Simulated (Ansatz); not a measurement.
# W wire of staggered 5-rings: bands by functional and under strain, part 2 of 2

What gap, if any, does the W wire of staggered 5-rings have, and how does it change with the functional and under strain?

Ansatz 0.2.0; DFT PBE, plane waves, PAW; relaxation of a wire's period (the session's first sound run).

So far. Step 7 (With spin-orbit coupling): Bands cross the Fermi level, as under PBE at the relaxed period, with no moment. Step 8 (Strain along the wire, period over the relaxed period …): Bands cross the Fermi level, as under PBE at the relaxed period, with no moment.

## Step 9: Strain along the wire, period over the relaxed period 0.97, k-mesh 1×1×14

The period is set to 0.97 times the relaxed one and the atoms relax within it: strain changes bond lengths and angles, which shifts the bands against each other. Against the first PBE run of this kind, the mesh along the wire has 14 points against 18.

The cell differs from the one that the last finished run ended in (c 4.687 → 4.414 Å).

input.yaml

```yaml
crystal:
  lattice:
    - [11.377, 0.0, 0.0]
    - [0.0, 11.153, 0.0]
    - [0.0, 0.0, 4.413782314]
  atoms:
    - { symbol: W, position: [0.338918368, 0.618542761, 0.0], spin: 1.6 }
    - { symbol: W, position: [0.338918368, 0.381470668, 0.0], spin: 1.6 }
    - { symbol: W, position: [0.557966066, 0.690697068, 0.0], spin: 1.6 }
    - { symbol: W, position: [0.557966066, 0.309316362, 0.0], spin: 1.6 }
    - { symbol: W, position: [0.687415275, 0.500006715, 0.0], spin: 1.6 }
    - { symbol: W, position: [0.312599891, 0.500006715, 0.5], spin: 1.6 }
    - { symbol: W, position: [0.4420491, 0.690697068, 0.5], spin: 1.6 }
    - { symbol: W, position: [0.4420491, 0.309316362, 0.5], spin: 1.6 }
    - { symbol: W, position: [0.661096798, 0.618542761, 0.5], spin: 1.6 }
    - { symbol: W, position: [0.661096798, 0.381470668, 0.5], spin: 1.6 }
magnetization:
  spin_polarized: true
kpoints:
  mp_grid: { grid: [1, 1, 14] }
  band_path: { path: ["Γ", Z], npoints: 50 }
scf:
  occupations: { method: fermi_dirac, width: 0.05 }
hamiltonian:
  xc: pbe
relax:
  max_steps: 40
  f_tol: 0.02
output:
  stress: true
```

On the command line:

```
$ ansatz run input.yaml --threads 8 --pin off --max-ram 16384MiB --backend cpu --events-out ev --progress --plain --runs-dir out
```

Run time: 2.1 min. Hardware: 8 threads of Arm Neoverse V2, shared host; peak memory 3.5 GiB.

The steps of the relaxation:

| step | energy less that of the first step (eV) | largest force component (eV/Å) |
| --- | --- | --- |
| 1 | 0.0000 | 0.5313 |
| 2 | 0.0074 | 0.8286 |
| 3 | -0.1306 | 0.1485 |
| 4 | -0.1411 | 0.1274 |
| 5 | -0.1520 | 0.0679 |
| 6 | -0.1533 | 0.0299 |
| 7 | -0.1529 | 0.0514 |
| 8 | -0.1536 | 0.0149 |

Relaxation steps 2, 7 were tried and not accepted.

The run keeps the 8 symmetry operations that it works with, so distortions that break them were not tested.

The atoms that moved most (Å):

| atom | dx | dy | dz | length |
| --- | --- | --- | --- | --- |
| W5 | -0.119 | 0.000 | 0.000 | 0.119 |
| W6 | 0.119 | 0.000 | 0.000 | 0.119 |
| W4 | 0.001 | -0.091 | 0.000 | 0.091 |
| W8 | -0.001 | -0.091 | 0.000 | 0.091 |
| W3 | 0.001 | 0.091 | 0.000 | 0.091 |
| W7 | -0.001 | 0.091 | 0.000 | 0.091 |
| W9 | 0.053 | 0.049 | 0.000 | 0.072 |
| W1 | -0.053 | 0.049 | 0.000 | 0.072 |

The relaxed structure:

```cif
data_structure
_symmetry_space_group_name_H-M 'P 1'
_symmetry_Int_Tables_number 1
_cell_length_a 11.3770
_cell_length_b 11.1530
_cell_length_c 4.4138
_cell_angle_alpha 90.000
_cell_angle_beta 90.000
_cell_angle_gamma 90.000
_cell_volume 560.05
loop_
_atom_site_label
_atom_site_type_symbol
_atom_site_fract_x
_atom_site_fract_y
_atom_site_fract_z
_atom_site_occupancy
W1 W 0.33428 0.62293 0.00000 1
W2 W 0.33428 0.37708 0.00000 1
W3 W 0.55806 0.69888 0.00000 1
W4 W 0.55806 0.30114 0.00000 1
W5 W 0.67695 0.50001 0.00000 1
W6 W 0.32306 0.50001 0.50000 1
W7 W 0.44195 0.69888 0.50000 1
W8 W 0.44195 0.30114 0.50000 1
W9 W 0.66574 0.62293 0.50000 1
W10 W 0.66574 0.37708 0.50000 1
```

Numbers from this step:

```
energy at zero smearing : -103823.0069 eV
```

Bands cross the Fermi level, as under PBE at the relaxed period, with no moment.

## Step 10: A varied input: scf.algorithm = "density_mixing"

This step: DFT LDA, plane waves, PAW; bands of a perfect wire at the PBE geometry; changed: scf.algorithm = "density_mixing" (Ansatz 0.2.0).

The atoms of the band run (LDA) are kept and the input is varied, to see whether the result depends on it.

input.yaml

```yaml
crystal:
  lattice:
    - [11.377, 0.0, 0.0]
    - [0.0, 11.153, 0.0]
    - [0.0, 0.0, 4.5502910454]
  atoms:
    - { symbol: W, position: [0.338918368, 0.618542761, 0.0] }
    - { symbol: W, position: [0.338918368, 0.381470668, 0.0] }
    - { symbol: W, position: [0.557966066, 0.690697068, 0.0] }
    - { symbol: W, position: [0.557966066, 0.309316362, 0.0] }
    - { symbol: W, position: [0.687415275, 0.500006715, 0.0] }
    - { symbol: W, position: [0.312599891, 0.500006715, 0.5] }
    - { symbol: W, position: [0.4420491, 0.690697068, 0.5] }
    - { symbol: W, position: [0.4420491, 0.309316362, 0.5] }
    - { symbol: W, position: [0.661096798, 0.618542761, 0.5] }
    - { symbol: W, position: [0.661096798, 0.381470668, 0.5] }
kpoints:
  mp_grid: { grid: [1, 1, 14] }
  band_path: { path: ["Γ", Z], npoints: 50 }
scf:
  occupations: { method: fermi_dirac, width: 0.05 }
  algorithm: density_mixing
hamiltonian:
  xc: lda
```

It took 14 s on 8 threads; peak memory 2.5 GiB; 1.7 min of CPU time.

This step gave:

```yaml
energy_at_zero_smearing: -101270.8107 eV
```

It took 14 s against 13 s for the run it varies.

Against step 4 (now other mixing), the free energy stays within 0.05 meV an atom. The two runs end at the same energy.

## Step 11: A repeat with changed settings: scf.convergence.dr2_threshold = 1e-08

This step: DFT LDA, plane waves, PAW; bands of a perfect wire at the PBE geometry; changed: scf.convergence.dr2_threshold = 1e-08 (Ansatz 0.2.0).

input.yaml, as its differences from that of step 10:

```diff
@@ -21,3 +21,3 @@
   occupations: { method: fermi_dirac, width: 0.05 }
-  algorithm: density_mixing
+  convergence: { dr2_threshold: 1.0e-08 }
 hamiltonian:
```

Elapsed: 14 s, on 8 threads; peak memory 2.5 GiB.

It took 14 s against 13 s for the run it varies.

Against step 4 (now other threshold), the free energy stays within 0.05 meV an atom. The two runs end at the same energy.

## Step 12: Summary of results

```
cell length, PBE           : 4.550 Å
conductance, PBE           : 8.97 G₀
gap, period scaled by 1.03 : none
gap, period scaled by 0.97 : none
```

What this shows: Under PBE the cell's length is 4.55 Å, no moment survives, and it is a metal with 9 channels a spin next to the Fermi level, 8.97 G₀ at 300 K. A perfect wire passes every open channel, so the conductance counts half a G₀ for each forward-moving state at the Fermi level, spin by spin; the value here is no such multiple, since a band edge lies within the thermal window. Transport is coherent and elastic here: the atoms are frozen, so scattering by vibrations plays no part. In the perfect wire the moments were started parallel, and no opposed start was run.

[Logs are printed without paths, hosts, clocks, repeated set-up lines and the standing remarks that a program may print on its own settings, such as how far it seeks lower states.]

[Hosts, paths, dates, database ids (printed as entryN), source tags and the programs' standing remarks are cut or masked in the printed files.]
